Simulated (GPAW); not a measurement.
# pyrimidine-2,5-dithiol between two Pt chains: transmission at several levels, part 2 of 3

Aim: T(E), conductance and thermopower of pyrimidine-2,5-dithiol between two Pt chains, and what cheaper settings cost in accuracy.

GPAW 26.7.0; GPAW LCAO, PAW setups; Landauer transmission from Green's functions with principal layers (ASE), zero bias.

So far, transmission at the Fermi level (one spin): step 2 (double-zeta polarised basis) 1.02; step 3 (basis szp(dzp)) 1.01; step 4 (basis sz(dzp)) 0.946.

## (5) revPBE in the dzp basis: xc = "revPBE"

Back in the dzp basis, the functional changes from PBE to revPBE, to set the spread between functionals beside that between bases.

run.py reads:

```python
import json
import numpy as np
from ase import Atoms
from ase.transport.calculators import TransportCalculator
from gpaw import GPAW, FermiDirac
from gpaw.lcao.tools import get_lcao_hamiltonian
from scipy.linalg import eigh

# The junction with lead layers at both ends, along the third cell vector
device = Atoms(
    ['Pt', 'Pt', 'Pt', 'Pt', 'Pt', 'Pt', 'Pt', 'S', 'C', 'N', 'N', 'C', 'C', 'H', 'H', 'C', 'S', 'Pt', 'Pt', 'Pt', 'Pt', 'Pt', 'Pt', 'Pt'],
    positions=[
        [6.78187, 4.50000, 1.20000],
        [6.78187, 4.50000, 3.60000],
        [6.78187, 4.50000, 6.00000],
        [6.78187, 4.50000, 8.40000],
        [6.78187, 4.50000, 10.80000],
        [6.78187, 4.50000, 13.20000],
        [6.78187, 4.50000, 15.60000],
        [5.23173, 4.65864, 17.35909],
        [5.28663, 4.82088, 19.11593],
        [6.50321, 4.86905, 19.68456],
        [4.12262, 4.88637, 19.78046],
        [6.52469, 4.99312, 21.03054],
        [4.20861, 5.00905, 21.12364],
        [7.52201, 5.03935, 21.46003],
        [3.25000, 5.06384, 21.63362],
        [5.39677, 5.06174, 21.82252],
        [5.45385, 5.23053, 23.57774],
        [6.78187, 4.50000, 25.37361],
        [6.78187, 4.50000, 27.77361],
        [6.78187, 4.50000, 30.17361],
        [6.78187, 4.50000, 32.57361],
        [6.78187, 4.50000, 34.97361],
        [6.78187, 4.50000, 37.37361],
        [6.78187, 4.50000, 39.77361]],
    cell=[[13.56375, 0.0, 0.0], [0.0, 9.0, 0.0], [0.0, 0.0, 40.97361]],
    pbc=True)

# One principal layer of the lead: the first 5 atoms of the device
lead = Atoms(
    ['Pt', 'Pt', 'Pt', 'Pt', 'Pt'],
    positions=[
        [6.78187, 4.50000, 1.20000],
        [6.78187, 4.50000, 3.60000],
        [6.78187, 4.50000, 6.00000],
        [6.78187, 4.50000, 8.40000],
        [6.78187, 4.50000, 10.80000]],
    cell=[[13.56375, 0.0, 0.0], [0.0, 9.0, 0.0], [0.0, 0.0, 12.0]],
    pbc=True)

settings = dict(mode='lcao', basis='dzp', xc='revPBE', h=0.18,
                occupations=FermiDirac(0.1), maxiter=250,
                mixer=dict(beta=0.1, nmaxold=8, weight=100.0),
                convergence=dict(density=0.0001))
energies = np.arange(-3, 3 + 1e-9, 0.075)
eta = 0.0001
n1, n2 = 1, 1
# k and -k transmit alike, so half of the mesh across the current serves
mesh = [(i, j) for i in range(n1) for j in range(n2) if (i, j) <= (-i % n1, -j % n2)]
weights = np.array([1 if (i, j) == (-i % n1, -j % n2) else 2 for i, j in mesh]) / (n1 * n2)


def ground_state(atoms, size, txt):
    atoms.calc = GPAW(kpts={'size': size, 'gamma': True}, symmetry={'tolerance': 1e-3}, txt=txt, **settings)
    atoms.get_potential_energy()
    return atoms.calc.get_fermi_level()


def blocks(atoms, fermi, points, nz, cells):
    """H - E_F S and S between cell 0 and the cells above it, at each point across the current."""
    kz = np.arange(nz) / nz
    calc = atoms.calc.fixed_density(kpts=[(*k, z) for k in points for z in kz], symmetry='off', txt=None)
    H, S = get_lcao_hamiltonian(calc)
    H = (H - fermi * S).reshape(len(H), len(points), nz, *S.shape[1:])
    S = S.reshape(H.shape[1:])
    phases = [np.exp(-2j * np.pi * kz * R) / nz for R in cells]
    return [(np.einsum('skzij,z->ksij', H, p), np.einsum('kzij,z->kij', S, p)) for p in phases]


def pair(a, b):
    return np.block([[a, b], [b.T.conj(), a]])


def count_channels(h, s, cells, nk=240):
    """Half the number of times that the lead's bands cross each energy, unfolded to its shortest repeat."""
    b = len(h) // cells
    bands = []
    for k in (np.arange(nk + 1) + 0.5) / nk:
        hk, sk = h[:b, :b].copy(), s[:b, :b].copy()
        for R in range(1, cells):
            phase, block = np.exp(2j * np.pi * k * R), slice(R * b, (R + 1) * b)
            hk += h[:b, block] * phase + (h[:b, block] * phase).T.conj()
            sk += s[:b, block] * phase + (s[:b, block] * phase).T.conj()
        w, u = eigh(sk)
        x = u[:, w > 1e-5] / w[w > 1e-5]**0.5  # drop near-dependent combinations
        bands.append(np.r_[eigh(x.T.conj() @ hk @ x, eigvals_only=True), [1e9] * (w <= 1e-5).sum()])
    below = np.array(bands)[:, :, None] < energies
    return (below[1:] != below[:-1]).sum((0, 1)) / 2


fermi_lead = ground_state(lead, (1, 1, 10), 'lead.txt')
fermi_device = ground_state(device, (1, 1, 2), 'device.txt')
T, channels, eigen, tail, misfit, shifts = [], [], [], 0.0, 0.0, []
for first in range(0, len(mesh), 192):
    points = [(i / n1, j / n2) for i, j in mesh[first:first + 192]]
    (H0k, S0k), (H1k, S1k), (H2k, _) = blocks(lead, fermi_lead, points, 5, range(3))
    [(Hk, Sk)] = blocks(device, fermi_device, points, 2, [0])
    tail = max(tail, abs(H2k).max())
    for H0, S0, H1, S1, H, S in zip(H0k, S0k, H1k, S1k, Hk, Sk):
        n = len(S0)
        # Shift the lead onto the potential of the device's first layer
        shift = ((H[:, 0, 0] - H0[:, 0, 0]) / S0[0, 0]).real.mean()
        shifts.append(shift)
        misfit = max(misfit, abs(H[:, :n, :n] - H0 - shift * S0).max())
        Tk, Ck, Ek = [], [], []
        for s in range(len(H)):
            t = s % len(H0)  # a lead without moments serves both spins
            h1, s1 = pair(H0[t] + shift * S0, H1[t] + shift * S1), pair(S0, S1)
            leads = dict(h1=h1, s1=s1, energies=energies, eta=eta, eta1=eta, eta2=eta)
            calc = TransportCalculator(h=H[s], s=S, eigenchannels=3, **leads)
            Tk.append(calc.get_transmission())
            Ek.append(np.sort(calc.eigenchannels_ne, axis=0)[::-1])
            Ck.append(count_channels(h1, s1, 10))
        T.append(Tk)
        channels.append(Ck)
        eigen.append(Ek)
T, channels = np.array(T), np.array(channels)
mean, open_channels = np.einsum('kse,k->se', T, weights), np.einsum('kse,k->se', channels, weights)

print(f'basis functions: device {len(S)}, principal layer {n}')
print(f'Fermi level: lead {fermi_lead:.4f} eV, device {fermi_device:.4f} eV; lead shifted by {np.mean(shifts):.4f} eV')
print(f'largest coupling past the next layer {tail:.2e} eV, largest misfit of the first layer {misfit:.3f} eV')
print('  E-E_F (eV)   ' + 'T (one spin)  channels')
for e, t, c in zip(energies, mean.T, open_channels.T):
    print(f'{e:10.3f}  ', *[f'{x:11.4e}' for x in t], *[f'{x:9.4f}' for x in c])

kT = 8.617333e-5 * 300
fine = np.linspace(energies[0], energies[-1], 4001)
both = np.exp(np.interp(fine, energies, np.log(np.maximum(mean.sum(0) * 2 / len(mean), 1e-30))))
fermi = lambda mu: 1 / (1 + np.exp(np.clip((fine - mu) / kT, -200, 200)))
slope = fermi(0) * (1 - fermi(0)) / kT
G = np.trapezoid(both * slope, fine) / 2
seebeck = -np.trapezoid(both * slope * fine, fine) / (2 * G * 300) * 1e6
print(f'conductance at 300 K: {G:.5g} G0 a cell; thermopower {seebeck:.4g} uV/K')
bias = [0.1, 0.2, 0.5, 1.0, 1.5, 2.0]
current = [38.74 * np.trapezoid(both * (fermi(V / 2) - fermi(-V / 2)), fine) for V in bias]
for V, I in zip(bias, current):
    print(f'current from the zero-bias T(E) at {V} V: {I:.5g} uA')
zero = abs(energies).argmin()
json.dump(dict(energies=energies.tolist(), T=mean.tolist(), channels=open_channels.tolist(), G=G, seebeck=seebeck,
               bias=bias, current=current, tail=tail, misfit=misfit, shift=np.mean(shifts), n_device=len(S), n_lead=n,
               fermi=[fermi_lead, fermi_device], energy=device.get_potential_energy(),
               moments=device.get_magnetic_moments().tolist(), mesh=mesh, weights=weights.tolist(),
               T_k=T[:, :, zero].tolist(), eigen=np.array(eigen[0]).tolist()), open('result.json', 'w'))
```

Launch:

```bash
> OMP_NUM_THREADS=1 OPENBLAS_NUM_THREADS=1 python run.py
```

The log of the run:

```text
basis functions: device 492, principal layer 135
Fermi level: lead -4.8933 eV, device -4.7771 eV; lead shifted by 0.0038 eV
largest coupling past the next layer 8.03e-06 eV, largest misfit of the first layer 0.226 eV
  E-E_F (eV)   T (one spin)  [channel counts left out]
    -3.000    3.8104e-01
    -2.925    5.8984e-01
    -2.850    8.2662e-01
[...]
2.925    4.5916e-04
     3.000    2.7896e-04
conductance at 300 K: 0.99442 G0 a cell; thermopower 3.75 uV/K
current from the zero-bias T(E) at 0.1 V: 7.6624 uA
current from the zero-bias T(E) at 0.2 V: 15.076 uA
current from the zero-bias T(E) at 0.5 V: 33.981 uA
current from the zero-bias T(E) at 1.0 V: 60.06 uA
current from the zero-bias T(E) at 1.5 V: 84.217 uA
current from the zero-bias T(E) at 2.0 V: 109.4 uA
```

Elapsed: 12 min, on 1 thread of Arm Neoverse V1, shared host; peak memory 2.9 GiB.

Numbers from this step:

| Property | Result |
| --- | --- |
| conductance | 0.9944 G₀ |
| thermopower | 3.750 μV/K |
| largest coupling past the next principal layer | 8.03e-6 eV |
| largest misfit of the first principal layer | 0.2261 eV |
| shift that aligns the lead | 0.003844 eV |
| basis functions of the junction | 492 |
| basis functions of a principal layer | 135 |
| transmission at the Fermi level (one spin) | 1.015 |

One spin. Table of transmission, zone mean by energy, zero at the Fermi level:

| energy (eV) | transmission, zone mean |
| --- | --- |
| -3.00 | 0.381 |
| -2.77 | 1.02 |
| -2.70 | 1.07 |
| -2.55 | 0.926 |
| -2.40 | 0.840 |
| -2.17 | 0.914 |
| -1.95 | 1.02 |
| -1.88 | 1.02 |
| -1.73 | 1.01 |
| -1.57 | 0.982 |
| -1.35 | 0.701 |
| -1.12 | 0.661 |
| -0.90 | 1.41 |
| -0.75 | 1.26 |
| -0.53 | 0.969 |
| -0.38 | 1.08 |
| -0.30 | 0.777 |
| -0.07 | 1.02 |
| 0.00 | 1.01 |
| 0.07 | 0.935 |
| 0.30 | 0.547 |
| 0.53 | 0.243 |
| 0.75 | 0.0192 |
| 0.90 | 0.0104 |
| 1.12 | 0.00635 |
| 1.35 | 0.00448 |
| 1.57 | 0.00338 |
| 1.73 | 0.00287 |
| 1.95 | 0.00229 |
| 2.17 | 0.00184 |
| 2.40 | 0.00145 |
| 2.55 | 0.00122 |
| 2.77 | 7.6e-4 |
| 3.00 | 2.8e-4 |

The conductance, 0.994 G₀, lies 0.3 % below that of the dzp run.

## (6) All levels side by side

Times are for 1 thread of Arm Neoverse V1, shared host. The series side by side:

| no. | run | conductance (G₀) | time | memory (GiB) |
| --- | --- | --- | --- | --- |
| 1 | dzp | 0.9977 | 11 min | 2.9 |
| 2 | szp | 0.9893 | 7.3 min | 2.8 |
| 3 | sz | 0.9332 | 6.2 min | 2.7 |
| 4 | dzp revPBE | 0.9944 | 12 min | 2.9 |

## (7) The levels side by side

The curves are compared point by point over the common energies.

This step: comparison of transmission and cost over codes and levels (GPAW 26.7.0).

Ladder, by row:

| step | code | T at the Fermi level (sum over the listed spins) | conductance (G0) | r.m.s. T(E) from the first | wall time (s) | peak memory (GiB) | threads |
| --- | --- | --- | --- | --- | --- | --- | --- |
| dzp | GPAW | 1.019 | 0.9977 | 0 | 655.4 | 2.86 | 1 |
| szp | GPAW | 1.009 | 0.9893 | 0.157 | 437.1 | 2.76 | 1 |
| sz | GPAW | 0.9457 | 0.9332 | 0.1125 | 372.7 | 2.67 | 1 |
| dzp-revPBE | GPAW | 1.015 | 0.9944 | 0.01897 | 691.1 | 2.86 | 1 |

Table of transmission, zone mean, sum over the listed spins by energy, zero at the Fermi level:

| energy (eV) | dzp | szp | sz | dzp-revPBE |
| --- | --- | --- | --- | --- |
| -3.00 | 0.346 | 0.616 | 0.149 | 0.381 |
| -2.77 | 0.973 | 0.889 | 0.576 | 1.02 |
| -2.70 | 1.07 | 0.739 | 0.837 | 1.07 |
| -2.55 | 0.958 | 0.568 | 0.991 | 0.926 |
| -2.25 | 0.876 | 0.662 | 0.888 | 0.872 |
| -2.02 | 0.992 | 0.867 | 0.985 | 0.994 |
| -1.88 | 1.02 | 0.958 | 1.00 | 1.02 |
| -1.80 | 1.01 | 0.977 | 0.994 | 1.01 |
| -1.57 | 0.979 | 0.949 | 0.882 | 0.982 |
| -1.35 | 0.709 | 0.673 | 0.512 | 0.701 |
| -1.05 | 0.786 | 1.27 | 0.650 | 0.809 |
| -0.82 | 1.44 | 1.05 | 1.46 | 1.41 |
| -0.60 | 1.11 | 0.995 | 1.14 | 1.09 |
| -0.38 | 1.08 | 1.09 | 1.07 | 1.08 |
| -0.15 | 0.912 | 0.949 | 1.06 | 0.924 |
| -0.07 | 1.02 | 1.04 | 1.07 | 1.02 |
| 0.00 | 1.02 | 1.01 | 0.946 | 1.01 |
| 0.15 | 0.822 | 0.786 | 0.637 | 0.815 |
| 0.38 | 0.431 | 0.394 | 0.287 | 0.429 |
| 0.60 | 0.168 | 0.129 | 0.0893 | 0.166 |
| 0.82 | 0.0131 | 0.0119 | 0.0136 | 0.0131 |
| 1.05 | 0.00726 | 0.00719 | 0.00830 | 0.00731 |
| 1.35 | 0.00445 | 0.00459 | 0.00525 | 0.00448 |
| 1.57 | 0.00337 | 0.00354 | 0.00400 | 0.00338 |
| 1.80 | 0.00265 | 0.00282 | 0.00316 | 0.00266 |
| 2.02 | 0.00212 | 0.00229 | 0.00256 | 0.00213 |
| 2.25 | 0.00169 | 0.00183 | 0.00202 | 0.00170 |
| 2.55 | 0.00121 | 0.00121 | 0.00117 | 0.00122 |
| 2.77 | 7.3e-4 | 4.3e-4 | 0.00492 | 7.6e-4 |
| 3.00 | 2.2e-4 | 0.0211 | 0.00292 | 2.8e-4 |

## (8) Mixing 0.25, temperature 1000

Mixing changes the road to self-consistency, not its end. The mixing history changes the road to self-consistency, not its end. Temperature enters only through the Fermi window. Without the shift, lead and junction are matched by their Fermi levels alone.

This step: GPAW LCAO, PAW setups; Landauer transmission from Green's functions with principal layers (ASE), zero bias (GPAW 26.7.0).

run.py: that of step 5 with these lines changed.

```diff
@@ -51,5 +51,5 @@
 
-settings = dict(mode='lcao', basis='dzp', xc='revPBE', h=0.18,
+settings = dict(mode='lcao', basis='dzp', xc='PBE', h=0.18,
                 occupations=FermiDirac(0.1), maxiter=250,
-                mixer=dict(beta=0.1, nmaxold=8, weight=100.0),
+                mixer=dict(beta=0.25, nmaxold=12, weight=100.0),
                 convergence=dict(density=0.0001))
@@ -111,4 +111,4 @@
         n = len(S0)
-        # Shift the lead onto the potential of the device's first layer
-        shift = ((H[:, 0, 0] - H0[:, 0, 0]) / S0[0, 0]).real.mean()
+        # Lead and device are aligned by their Fermi levels alone
+        shift = 0.0
         shifts.append(shift)
@@ -137,3 +137,3 @@
 
-kT = 8.617333e-5 * 300
+kT = 8.617333e-5 * 1000
 fine = np.linspace(energies[0], energies[-1], 4001)
@@ -143,4 +143,4 @@
 G = np.trapezoid(both * slope, fine) / 2
-seebeck = -np.trapezoid(both * slope * fine, fine) / (2 * G * 300) * 1e6
-print(f'conductance at 300 K: {G:.5g} G0 a cell; thermopower {seebeck:.4g} uV/K')
+seebeck = -np.trapezoid(both * slope * fine, fine) / (2 * G * 1000) * 1e6
+print(f'conductance at 1000 K: {G:.5g} G0 a cell; thermopower {seebeck:.4g} uV/K')
 bias = [0.1, 0.2, 0.5, 1.0, 1.5, 2.0]
```

The log of the run:

```text
basis functions: device 492, principal layer 135
Fermi level: lead -4.9907 eV, device -4.8687 eV; lead shifted by 0.0000 eV
largest coupling past the next layer 8.09e-06 eV, largest misfit of the first layer 0.213 eV
  E-E_F (eV)   T (one spin)  [channel counts left out]
    -3.000    3.4543e-01
    -2.925    5.3149e-01
    -2.850    7.6318e-01
    -2.775    9.7600e-01
    -2.700    1.0677e+00
    -2.625    1.0382e+00
    -2.550    9.5856e-01
    -2.475    8.9048e-01
    -2.400    8.5416e-01
    -2.325    8.5026e-01
    -2.250    8.7329e-01
    -2.175    9.1311e-01
    -2.100    9.5741e-01
    -2.025    9.9366e-01
    -1.950    1.0140e+00
    -1.875    1.0184e+00
[...]
2.475    1.3163e-03
     2.550    1.2107e-03
     2.625    2.8450e-04
     2.700    8.5753e-04
     2.775    7.3275e-04
     2.850    5.8152e-04
     2.925    4.1056e-04
     3.000    2.2256e-04
conductance at 1000 K: 0.90286 G0 a cell; thermopower 11.88 uV/K
current from the zero-bias T(E) at 0.1 V: 6.9739 uA
current from the zero-bias T(E) at 0.2 V: 13.824 uA
current from the zero-bias T(E) at 0.5 V: 32.883 uA
current from the zero-bias T(E) at 1.0 V: 60.195 uA
current from the zero-bias T(E) at 1.5 V: 85.323 uA
current from the zero-bias T(E) at 2.0 V: 108.44 uA
```

The job ended after 8.8 min (1 thread; peak memory 3.2 GiB).

Numbers from this step:

- conductance: 0.9029 G₀
- largest coupling past the next principal layer: 8.09e-6 eV
- largest misfit of the first principal layer: 0.2132 eV
- shift that aligns the lead: 0 eV
- transmission at the Fermi level (one spin): 1.019

One spin. Table of transmission, zone mean by energy, zero at the Fermi level:

| energy (eV) | transmission, zone mean |
| --- | --- |
| -3.0000 | 0.345 |
| -2.7750 | 0.976 |
| -2.7000 | 1.07 |
| -2.4750 | 0.890 |
| -2.2500 | 0.873 |
| -2.0250 | 0.994 |
| -1.8750 | 1.02 |
| -1.7250 | 1.00 |
| -1.5000 | 0.952 |
| -1.2750 | 0.462 |
| -0.9750 | 1.10 |
| -0.8250 | 1.44 |
| -0.7500 | 1.29 |
| -0.5250 | 0.993 |
| -0.3750 | 1.08 |
| -0.2250 | 0.703 |
| -0.0750 | 1.02 |
| 0.0000 | 1.02 |
| 0.2250 | 0.687 |
| 0.5250 | 0.241 |
| 0.7500 | 0.0191 |
| 0.9750 | 0.00852 |
| 1.2750 | 0.00495 |
| 1.5000 | 0.00368 |
| 1.7250 | 0.00286 |
| 2.0250 | 0.00212 |
| 2.2500 | 0.00169 |
| 2.4750 | 0.00132 |
| 2.7750 | 7.3e-4 |
| 3.0000 | 2.2e-4 |

Not self-consistent under bias; the bias window is split evenly. Current through one cell, from the zero-bias transmission against bias:

| bias (V) | current through one cell, from the zero-bias transmission (μA) |
| --- | --- |
| 0.100 | 6.97 |
| 0.200 | 13.8 |
| 0.500 | 32.9 |
| 1.000 | 60.2 |
| 1.500 | 85.3 |
| 2.000 | 108 |

Transmission of the three most open eigenchannels against energy, zero at the Fermi level:

| energy (eV) | channel 1 | channel 2 | channel 3 |
| --- | --- | --- | --- |
| -3.00 | 0.308 | 0.0378 | 1.7e-5 |
| -2.85 | 0.698 | 0.0652 | 2.1e-5 |
| -2.70 | 0.959 | 0.109 | 2.8e-5 |
| -2.55 | 0.770 | 0.189 | 3.5e-5 |
| -2.33 | 0.588 | 0.262 | 3.3e-5 |
| -2.17 | 0.751 | 0.162 | 1.5e-5 |
| -2.02 | 0.914 | 0.0796 | 8.0e-7 |
| -1.88 | 0.984 | 0.0348 | 1.4e-4 |
| -1.73 | 0.989 | 0.0146 | 0.00117 |
| -1.57 | 0.968 | 0.00607 | 0.00515 |
| -1.35 | 0.659 | 0.0364 | 0.0126 |
| -1.20 | 0.411 | 0.118 | 0.0451 |
| -1.05 | 0.476 | 0.256 | 0.0574 |
| -0.90 | 0.975 | 0.345 | 0.0789 |
| -0.75 | 0.706 | 0.539 | 0.0435 |
| -0.60 | 0.779 | 0.307 | 0.0291 |
| -0.38 | 0.959 | 0.0984 | 0.0186 |
| -0.23 | 0.623 | 0.0708 | 0.00871 |
| -0.07 | 0.965 | 0.0465 | 0.00820 |
| 0.00 | 0.974 | 0.0373 | 0.00709 |
| 0.07 | 0.906 | 0.0301 | 0.00521 |
| 0.23 | 0.664 | 0.0223 | 0.00127 |
| 0.38 | 0.410 | 0.0189 | 9.8e-6 |
| 0.60 | 0.154 | 0.0147 | 5.0e-6 |
| 0.75 | 0.0191 | 3.1e-9 | 0 |
| 0.90 | 0.0103 | 0 | 0 |
| 1.05 | 0.00726 | 0 | 0 |
| 1.20 | 0.00556 | 0 | 0 |
| 1.35 | 0.00445 | 0 | 0 |
| 1.57 | 0.00337 | 1.2e-12 | 0 |
| 1.73 | 0.00286 | 1.4e-12 | 0 |
| 1.88 | 0.00245 | 1.6e-12 | 0 |
| 2.02 | 0.00212 | 1.9e-12 | 0 |
| 2.17 | 0.00182 | 2.3e-12 | 0 |
| 2.33 | 0.00156 | 2.7e-12 | 0 |
| 2.55 | 0.00121 | 3.7e-12 | 0 |
| 2.70 | 8.6e-4 | 4.5e-12 | 0 |
| 2.85 | 5.8e-4 | 5.9e-12 | 0 |
| 3.00 | 2.2e-4 | 8.1e-12 | 0 |

With these changes, and at 1000 K in place of 300 K, the conductance is 0.903 G₀ against 0.998 in the dzp run; T at the Fermi level, which temperature doesn't enter, is 1.02 against 1.02.

(Continued in part 3 of 3.)

[Logs are printed without paths, hosts, clocks, repeated set-up lines and the standing remarks that a program may print on its own settings, such as how far it seeks lower states.]

[Hosts, paths, dates, database ids (printed as entryN), source tags and the programs' standing remarks are cut or masked in the printed files.]
